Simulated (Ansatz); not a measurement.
# HfTeS monolayer, Janus under uniaxial strain along a, the zigzag direction, with the width clamped, part 2 of 2

Wanted: the shifts of the zone-centre modes of HfTeS monolayer, Janus with strain.

Ansatz 0.2.0; DFT PBEsol, scalar-relativistic, plane waves, PAW; PAW set soft_1.

So far, highest optical mode at the zone centre (no LO-TO term) (cm⁻¹): step 5 (modes at rest) 293; step 7 (strain 5 %) 276.

**8. Relaxation of a member: uniaxial strain of -3 % along a, the zigzag direction, with the width clamped (continued)**

Relaxation path:

| step | energy less that of the first step (eV) | largest force component (eV/Å) |
| --- | --- | --- |
| 1 | 0.0000 | 0.1053 |
| 2 | 0.0006 | 0.1762 |
| 3 | -0.0013 | 0.0147 |
| 4 | -0.0013 | 0.0060 |
| 5 | -0.0013 | 0.0006 |
| 6 | -0.0013 | 0.0006 |

Relaxation step 2 was tried and not accepted.

The run keeps the 2 symmetry operations that it works with, so distortions that break them were not tested.

The atoms that moved most (Å):

| atom | dx | dy | dz | length |
| --- | --- | --- | --- | --- |
| S2 | 0.000 | -0.007 | 0.010 | 0.012 |
| Te3 | 0.000 | 0.006 | -0.009 | 0.011 |

The relaxed structure:

```cif
data_structure
_symmetry_space_group_name_H-M 'P 1'
_symmetry_Int_Tables_number 1
_cell_length_a 3.6224
_cell_length_b 3.7067
_cell_length_c 30.0000
_cell_angle_alpha 90.000
_cell_angle_beta 90.000
_cell_angle_gamma 119.250
_cell_volume 351.45
loop_
_atom_site_label
_atom_site_type_symbol
_atom_site_fract_x
_atom_site_fract_y
_atom_site_fract_z
_atom_site_occupancy
Hf1 Hf 0.00069 0.00138 0.33888 1
S2 S 0.33018 0.66036 0.38324 1
Te3 Te 0.66913 0.33827 0.27455 1
```

Numbers from this step:

```yaml
area_per_atom: 3.905 Å²
```

The largest force component left is 0.64 meV/Å.

**9. Modes of this member: uniaxial strain of -3 % along a, the zigzag direction, with the width clamped**

The zone-centre modes follow for uniaxial strain of -3 % along a, the zigzag direction, with the width clamped.

Input file input.yaml:

```yaml
crystal:
  lattice:
    - [3.6223656771, 0.0, 0.0]
    - [-1.8111828386, 3.2340831941, 0.0]
    - [0.0, 0.0, 30.0]
  atoms:
    - { symbol: Hf, position: [0.0006882009, 0.0013764018, 0.338882216] }
    - { symbol: S, position: [0.3301779074, 0.6603558148, 0.3832387693] }
    - { symbol: Te, position: [0.6691338917, 0.3382677833, 0.2745456813] }
  periodic: [true, true, false]
kpoints:
  mp_grid: { grid: [15, 15, 1] }
hamiltonian:
  xc: pbesol
  pseudopotentials: { kind: paw, azcp: { folder: soft_1 }, xc_functional: pbe }
scf:
  occupations: { method: methfessel_paxton, width: 0.2 }
output:
  eigenvalues: true
phonons:
  method: dfpt
```

Run with:

```console
ansatz run input.yaml --threads 8 --pin off --max-ram 16384MiB --backend cpu --events-out ev --progress --plain --runs-dir out
```

It took 2.2 min on 8 threads of Arm Neoverse V1, shared host; peak memory 2.5 GiB; 16 min of CPU time.

This step gave:

| Item | Value |
| --- | --- |
| sum-rule residual before enforcement | 4.01e-5 eV/Å² |
| highest optical mode at the zone centre (no LO-TO term) | 304.2 cm⁻¹ |
| lowest optical zone-centre mode | 90.18 cm⁻¹ |

Patterns of degenerate modes are one choice out of their space. Modes at Γ, with each element's share of the kinetic energy:

```
mode  frequency (cm⁻¹)  symmetry  Hf %  S %  Te %
   1               0.0  acoustic    53    9    38
   2               0.0  acoustic    53    9    38
   3               0.0  acoustic    53    9    38
   4              90.2       A''    38    1    61
   5              90.7        A'    38    1    61
   6             180.1        A'    30    8    62
   7             233.2       A''     9   89     1
   8             234.4        A'     9   89     1
   9             304.2        A'    17   83     0
```

The lowest optical mode is real, 90.2 cm⁻¹, and the highest lies at 304.2 cm⁻¹.

For the highest optical mode at the zone centre (no LO-TO term), step 5 gave 293 cm⁻¹; this run, with strain -3 %, gives 304 cm⁻¹ (+4 %).

**10. All members side by side**

The members are set side by side, also those not shown above.

Energies are extrapolated to zero smearing, and E0 is that at rest; the cell is clamped and the atoms are relaxed; all runs use 15×15×1 k points and Methfessel-Paxton smearing of 0.2 eV. State of the crystal along the series:

```csv
strain (%),E - E0 (meV/atom)
-3,6.66
-2,2.865
-1,0.6816
0,0
1,0.6842
2,2.747
3,6.205
4,11
5,17.07
```

Optical modes are counted from below at rest and tracked from member to member by their patterns, and modes that stay within 0.3 cm⁻¹ of each other stand once; labels, where given, are those at rest, then, where named, those of the strained cell; the cell is clamped and the atoms are relaxed; all runs use 15×15×1 k points and Methfessel-Paxton smearing of 0.2 eV. Optical modes along the series:

```csv
strain (%),optical mode 1 E to A' single part (cm⁻¹),optical mode 2 E to A'' single part (cm⁻¹),optical mode 3 A1 to A' (cm⁻¹),optical mode 4 E to A' single part (cm⁻¹),optical mode 5 E to A'' single part (cm⁻¹),optical mode 6 A1 to A' (cm⁻¹)
-3,90.74,90.18,180.1,234.4,233.2,304.2
-2,90.72,90.41,180.5,232.6,232.1,300.3
-1,91.1,90.72,179.6,231.2,230.9,296.5
0,91.2,91.2,178.4,230,230,292.7
1,91.19,91.72,177.8,229,229.1,289
2,91.18,91.65,177.3,228,227.8,285.5
3,90.93,90.62,176.7,226.8,225.8,282.3
4,90.47,88.93,176.2,225.4,223.4,279.2
5,90.18,86.95,175.9,223.9,220.8,276.3
```

Value and slope at zero strain of a cubic (a lower polynomial where under five rows exist) through the rows within 2 % of rest. Slopes at rest:

| mode | frequency (cm⁻¹) | shift per percent of strain (cm⁻¹) |
| --- | --- | --- |
| optical mode 1 E to A' single part | 91.2 | 0.02 |
| optical mode 2 E to A'' single part | 91.2 | 0.56 |
| optical mode 3 A1 to A' | 178.5 | -0.95 |
| optical mode 4 E to A' single part | 230 | -1.06 |
| optical mode 5 E to A'' single part | 230 | -0.88 |
| optical mode 6 A1 to A' | 292.7 | -3.79 |

**11. Results**

- members: 9
- highest optical mode at the zone centre (no LO-TO term), at rest: 292.7 cm⁻¹
- optical mode 3 A1 to A', shift per percent: -0.95 cm⁻¹
- optical mode 4 E to A' single part, shift per percent: -1.06 cm⁻¹
- optical mode 5 E to A'' single part, shift per percent: -0.88 cm⁻¹
- optical mode 6 A1 to A', shift per percent: -3.79 cm⁻¹

What this shows: The strain lowers the symmetry: the level at 230.0 cm⁻¹ splits, into 223.9 and 220.8 cm⁻¹ at +5 %. Within 2 % of rest several modes bend away from a straight line, so single slopes hold only near rest. The fastest shift in the table of slopes is -3.8 cm⁻¹ for each percent (optical mode 6 A1 to A'). The width is clamped, so the contraction across the strain that a free sheet shows is left out. These are harmonic frequencies at zero temperature: anharmonic shifts, linewidths and thermal expansion are left out. Spin-orbit coupling is left out, which can matter for the heavy elements here. With no gap, or one that is small against the smearing, the frequencies hang on the k mesh and the smearing, most of all near Kohn anomalies. A semilocal functional can close a gap that the real compound would have, so the metallic treatment may be an artefact of the level. The starting cell was built on a prototype and not taken from a measurement. The PAW files were made for PBE; the program adapts parts of them to the functional of the run, but their partial waves stay those of PBE, an approximation that was not tested in this session. Only the zone centre was solved, so an instability at another wavevector cannot show here.

[Logs are printed without paths, hosts, clocks, repeated set-up lines and the standing remarks that a program may print on its own settings, such as how far it seeks lower states.]

[Hosts, paths, dates, database ids (printed as entryN), source tags and the programs' standing remarks are cut or masked in the printed files.]
